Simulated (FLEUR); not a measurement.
# MnS (Alabandite): parallel and opposed starts

Does MnS (Alabandite) prefer parallel or opposed moments?

Method: PBE with U = 4 eV on Mn d; all-electron FLAPW, Dirac cores, scalar-relativistic bands, in FLEUR MaX-R8.1.

## (1) The structure

Symmetry: Fm-3m, No. 225, cubic system. Conventional cell: a = 5.224 Å, b = 5.224 Å, c = 5.224 Å, α = 90.00°, β = 90.00°, γ = 90.00°. Mn has 6 S at 2.61 Å nearest. S has 6 Mn at 2.61 Å nearest. Farther neighbours and most contacts between anions are not listed.

## (2) Order 1, typed as ferro +

The parallel start is the test of whether parallel moments hold. The U counters the self-interaction that shrinks the moments of a localised shell.

inpgen writes inp.xml from crystal.txt; cutoffs, mixing, functional, smearing and local orbitals are then set in the file. The k list default-1 (kpts.xml, not shown) is a Γ-centred 8×8×8 mesh; where the ranks do not divide the number of points, some are split in two of half the weight.

Contents of inp.xml:

```
<?xml version="1.0" encoding="UTF-8" standalone="no"?>
<fleurInput fleurInputVersion="0.39">
   <comment>
      MnS
   </comment>
   <calculationSetup>
      <cutoffs Kmax="3.95" Gmax="11.9" GmaxXC="11.9" numbands="0"/>
      <scfLoop itmax="120" minDistance="0.0001" maxIterBroyd="15" imix="Anderson" alpha="0.05" precondParam="0.0" spinf="2.0" sdNocoIR="T"/>
      <coreElectrons ctail="T" frcor="F" kcrel="0" coretail_lmax="0"/>
      <xcFunctional name="pbe" relativisticCorrections="F"/>
      <magnetism jspins="2"/>
      <soc l_soc="F" theta="0.0" phi="0.0" spav="F"/>
      <expertModes spex="0" secvar="F"/>
      <geometryOptimization l_f="F" forcealpha="1.0" forcemix="BFGS" epsdisp="0.00001" epsforce="0.00001"/>
      <ldaU l_linMix="F" mixParam="0.05" spinf="1.0"/>
   </calculationSetup>
   <cell>
      <bzIntegration valenceElectrons="21.0" mode="hist" fermiSmearingEnergy="0.00183747">
         <kPointListSelection listName="default-1"/>
         <xi:include xmlns:xi="http://www.w3.org/2001/XInclude" href="kpts.xml"> </xi:include>
      </bzIntegration>
      <xi:include xmlns:xi="http://www.w3.org/2001/XInclude" href="sym.xml"> </xi:include>
      <bulkLattice scale="1.0">
         <bravaisMatrix>
            <row-1>    0.0000000000000000     4.9355866922302800     4.9355866922302800</row-1>
            <row-2>    4.9355866922302800     0.0000000000000000     4.9355866922302800</row-2>
            <row-3>    4.9355866922302800     4.9355866922302800     0.0000000000000000</row-3>
         </bravaisMatrix>
      </bulkLattice>
   </cell>
   <atomSpecies>
      <species name="Manganese 4.500" element="Mn" atomicNumber="25">
         <mtSphere radius="2.8" gridPoints="925" logIncrement="0.013"/>
         <atomicCutoffs lmax="10" lnonsphr="8"/>
         <electronConfig flipSpins="F">
            <coreConfig>(1s1/2) (2s1/2) (2p1/2) (2p3/2)</coreConfig>
            <valenceConfig>(3s1/2) (3p1/2) (3p3/2) (4s1/2) (3d3/2) (3d5/2)</valenceConfig>
            <stateOccupation state="(3d3/2)" spinUp="1.75" spinDown="0.25"/>
            <stateOccupation state="(3d5/2)" spinUp="3.0" spinDown="0.0"/>
         </electronConfig>
         <energyParameters s="4" p="4" d="3" f="4"/>
         <ldaU l="2" U="4.0" J="0.0" l_amf="F"/>
         <lo type="SCLO" l="0" n="3" eDeriv="0"/>
         <lo type="SCLO" l="1" n="3" eDeriv="0"/>
      </species>
      <species name="Sulfur (S)" element="S" atomicNumber="16">
         <mtSphere radius="1.9" gridPoints="629" logIncrement="0.018"/>
         <atomicCutoffs lmax="8" lnonsphr="6"/>
         <electronConfig flipSpins="F">
            <coreConfig>(1s1/2) (2s1/2) (2p1/2) (2p3/2)</coreConfig>
            <valenceConfig>(3s1/2) (3p1/2) (3p3/2)</valenceConfig>
            <stateOccupation state="(3p1/2)" spinUp="0.666667" spinDown="0.666667"/>
            <stateOccupation state="(3p3/2)" spinUp="1.333333" spinDown="1.333333"/>
         </electronConfig>
         <energyParameters s="3" p="3" d="3" f="4"/>
      </species>
   </atomSpecies>
   <atomGroups>
      <atomGroup species="Manganese 4.500">
         <relPos label="                   1">.0000000000 .0000000000 .0000000000</relPos>
         <force calculate="T" relaxXYZ="TTT"/>
      </atomGroup>
      <atomGroup species="Sulfur (S)">
         <relPos label="                   2">1.000/2.000 1.000/2.000 1.000/2.000</relPos>
         <force calculate="T" relaxXYZ="TTT"/>
      </atomGroup>
   </atomGroups>
   <output dos="F" band="F" slice="F">
      <bandDOS minEnergy="-.5*Htr" maxEnergy="0.5*Htr" sigma="0.015" storeEVData="T"/>
      <plotting iplot="0" polar="F">
         <plot TwoD="T" vec1="  1.0  0.0  0.0" vec2="  0.0  1.0  0.0" vec3="  0.0  0.0  1.0" zero="  0.0  0.0  0.0" file="plot"/>
      </plotting>
      <moessbauerParams electricFieldGradient="F" isomerShift="F" coreHyperfine="F" valenceHyperfine="F"/>
   </output>
</fleurInput>
```

Contents of crystal.txt:

```
MnS
&input film=F cartesian=F /
0.00000000000  2.61180000000  2.61180000000
2.61180000000  0.00000000000  2.61180000000
2.61180000000  2.61180000000  0.00000000000
1.8897261246
1.0 1.0 1.0

2
25 0.00000000000  0.00000000000  0.00000000000 : 4.500
16 0.50000000000  0.50000000000  0.50000000000

&kpt div1=8 div2=8 div3=8 gamma=T /
```

Run with:

```
$ OMP_NUM_THREADS=1 inpgen -f crystal.txt > inpgen.log  # inp.xml is then edited as shown
$ OMP_NUM_THREADS=1 mpirun -n 4 fleur_MPI > fleur.log
```

Log:

```text
Welcome to FLEUR        (www.flapw.de)
      MaX-Release 8.1          (www.max-centre.eu)

 ========== k-point set info ==========
 Selected k-point list: default-1
 k-point list type: mesh
 0 x 0 x 0
 Number of k points: 32

 ------------Calculation Setup---------------------------
 Number of MPI-tasks      :            4
 Number of PE/node        :            4
 Number of OMP-threads    :            1
 k-points in parallel     :            4
 pe's per k-point         :            1
 No of k-point loops      :            8
 Eigenvalue solver        :       lapack
 Number of basis functions:          274
 Approximate size of matrices (H+S) per k-point:         0.001 GB
 --------------------------------------------------------
 no density matrix found ... skipping LDA+U
 Reset of history
 Iteration:     1   Distance:       6.90255274 me/bohr^3
 Iteration:     2   Distance:       7.30008994 me/bohr^3
 Iteration:     3   Distance:       6.71992434 me/bohr^3
 Iteration:     4   Distance:       3.84070508 me/bohr^3
 Iteration:     5   Distance:       1.90626584 me/bohr^3
 Iteration:     6   Distance:       1.46268322 me/bohr^3
 Iteration:     7   Distance:       0.32306688 me/bohr^3
 Iteration:     8   Distance:       0.24443412 me/bohr^3
 Iteration:     9   Distance:       0.02832022 me/bohr^3
 Iteration:    10   Distance:       0.02595393 me/bohr^3
 Iteration:    11   Distance:       0.00469486 me/bohr^3
 Iteration:    12   Distance:       0.00368529 me/bohr^3
 Iteration:    13   Distance:       0.00057385 me/bohr^3
 Iteration:    14   Distance:       0.00017137 me/bohr^3
 Iteration:    15   Distance:       0.00010253 me/bohr^3
 Iteration:    16   Distance:       0.00002121 me/bohr^3

 ********************************************************************
 Run finished successfully
 Stop message:
   all done
 ********************************************************************

--- out.xml (last complete iteration) ---
<iteration numberForCurrentRun="   16" overallNumber="   16">
         [... left out ...]
         <bandgap value="0.8733869271" units="eV"/>
         <sumValenceSingleParticleEnergies value="-13.6824169665" units="Htr"/>
         <FermiEnergy value="0.2532703084" units="Htr"/>
         <valenceDensity>
            <mtCharges spin="1">
               <mtCharge atomType="1" total="9.5209024" s="1.2448323" p="3.2828370" d="4.9392477" f="0.0412895"/>
               <mtCharge atomType="2" total="1.8472253" s="0.6390114" p="1.1899140" d="0.0167119" f="0.0013328"/>
            </mtCharges>
            <mtCharges spin="2">
               <mtCharge atomType="1" total="4.7554137" s="1.1728148" p="3.2250207" d="0.3098070" f="0.0356572"/>
               <mtCharge atomType="2" total="1.7585353" s="0.6218521" p="1.1323228" d="0.0040507" f="0.0002791"/>
            </mtCharges>
            <spinDependentCharge spin="1" total="13.0000000" interstitial="1.6318722" mtSpheres="11.3681278"/>
            <spinDependentCharge spin="2" total="8.0000000" interstitial="1.4860510" mtSpheres="6.5139490"/>
            <totalCharge value="21.0000000000"/>
         </valenceDensity>
         [... left out ...]
         <allElectronCharges>
            <spinDependentCharge spin="1" total="23.0000000" interstitial="1.6321250" mtSpheres="21.3678750"/>
            <spinDependentCharge spin="2" total="18.0000000" interstitial="1.4863030" mtSpheres="16.5136970"/>
            <totalCharge value="40.9999999939"/>
         </allElectronCharges>
         <magneticMomentsInMTSpheres units="muBohr">
            <globalMagMoment atomType="1" vec="0.00000   0.00000   4.76549"/>
            <localMagMoment atomType="1" vec="0.00000   0.00000   4.76549"/>
            <globalMagMoment atomType="2" vec="0.00000   0.00000   0.08869"/>
            <localMagMoment atomType="2" vec="0.00000   0.00000   0.08869"/>
         </magneticMomentsInMTSpheres>
         <moessbauerParams unitsHFF="kG" unitsIS="e/bohr^3" unitsEFG="Htr/bohr^2">
         </moessbauerParams>
         <totalEnergy value="    -1557.8561987123" units="Htr">
            <sumOfEigenvalues value="     -896.6586425751">
               <coreElectrons value="-882.9762256086"/>
               <valenceElectrons value="-13.6824169665"/>
            </sumOfEigenvalues>
            <densityCoulombPotentialIntegral value="-2369.4840745922"/>
            <densityEffectivePotentialIntegral value="-2470.6739356899"/>
            <chargeDenXCDenIntegral value="-78.0830062420"/>
            <FockExchangeEnergyValence value="0.0000000000"/>
            <FockExchangeEnergyCore value="0.0000000000"/>
            <atomTypeDependentContributions atomType="1">
               <electronNucleiInteractionDifferentMTs value="1382.8067410689"/>
               <MadelungTerm value="-6.7956067764"/>
            </atomTypeDependentContributions>
            <atomTypeDependentContributions atomType="2">
               <electronNucleiInteractionDifferentMTs value="468.9249613362"/>
               <MadelungTerm value="-10.8801230140"/>
            </atomTypeDependentContributions>
            <dftUCorrection value="-0.3609839064"/>
            <tkbTimesEntropy value="0.0000000000"/>
            <freeEnergy value="-1557.8561987123"/>
            <extrapolationTo0K value="-1557.8561987123"/>
         </totalEnergy>
         <ldaUDensityMatrix>
            <densityMatrixFor spin="1" atomType="1" uIndex="1" l="2" U="4.00000000" J="0.00000000">
               (+0.99160,+0.00000) (+0.00000,+0.00000) (+0.00000,+0.00000) (+0.00000,+0.00000) (+0.01876,+0.00000)
               (+0.00000,+0.00000) (+0.97284,+0.00000) (+0.00000,+0.00000) (+0.00000,+0.00000) (+0.00000,+0.00000)
               (+0.00000,+0.00000) (+0.00000,+0.00000) (+1.01036,+0.00000) (+0.00000,+0.00000) (+0.00000,+0.00000)
               (+0.00000,+0.00000) (+0.00000,+0.00000) (+0.00000,+0.00000) (+0.97284,+0.00000) (+0.00000,+0.00000)
               (+0.01876,+0.00000) (+0.00000,+0.00000) (+0.00000,+0.00000) (+0.00000,+0.00000) (+0.99160,+0.00000)
            </densityMatrixFor>
            <densityMatrixFor spin="2" atomType="1" uIndex="1" l="2" U="4.00000000" J="0.00000000">
               (+0.07167,+0.00000) (+0.00000,+0.00000) (+0.00000,+0.00000) (+0.00000,+0.00000) (+0.04856,+0.00000)
               (+0.00000,+0.00000) (+0.02312,+0.00000) (+0.00000,+0.00000) (+0.00000,+0.00000) (+0.00000,+0.00000)
               (+0.00000,+0.00000) (+0.00000,+0.00000) (+0.12023,+0.00000) (+0.00000,+0.00000) (+0.00000,+0.00000)
               (+0.00000,+0.00000) (+0.00000,+0.00000) (+0.00000,+0.00000) (+0.02312,+0.00000) (+0.00000,+0.00000)
               (+0.04856,+0.00000) (+0.00000,+0.00000) (+0.00000,+0.00000) (+0.00000,+0.00000) (+0.07167,+0.00000)
            </densityMatrixFor>
         </ldaUDensityMatrix>
         <ldaUDensityMatrixConvergence>
            <distance spin="1" distance="0.000000"/>
            <distance spin="2" distance="0.000001"/>
         </ldaUDensityMatrixConvergence>
         <densityConvergence units="me/bohr^3">
            <chargeDensity spin="1" distance="0.0000059576"/>
            <chargeDensity spin="2" distance="0.0000185934"/>
            <overallChargeDensity distance="0.0000212148"/>
            <spinDensity distance="0.0000176733"/>
         </densityConvergence>
      </iteration>
```

The job ended after 9.9 s (4 MPI ranks of Intel Xeon 6975P-C (Granite Rapids), shared host; peak memory 0.25 GiB; 39 s of CPU time).

Read from the output:

```
free energy                                                       : -42391.4267 eV
program's band gap on this mesh (in a metal only a level spacing) : 0.8734 eV
magnetization                                                     : 5 μB
final state                                                       : ferromagnetic
largest moment                                                    : 4.765 μB
```

After 16 cycles the largest moment stands at 4.77 μB.

(Continued in part 2 of 3.)

[Logs and program files are shortened in this print: banners, set-up blocks, solver, clock and traceback lines can be left out without a mark of their own.]

[Logs are printed without paths, hosts, clocks, repeated set-up lines and the standing remarks that a program may print on its own settings, such as how far it seeks lower states.]

[Hosts, paths, dates, database ids (printed as entryN), source tags and the programs' standing remarks are cut or masked in the printed files.]

[Where a cell is said to come from a database of computed structures, the database is the Materials Project.]
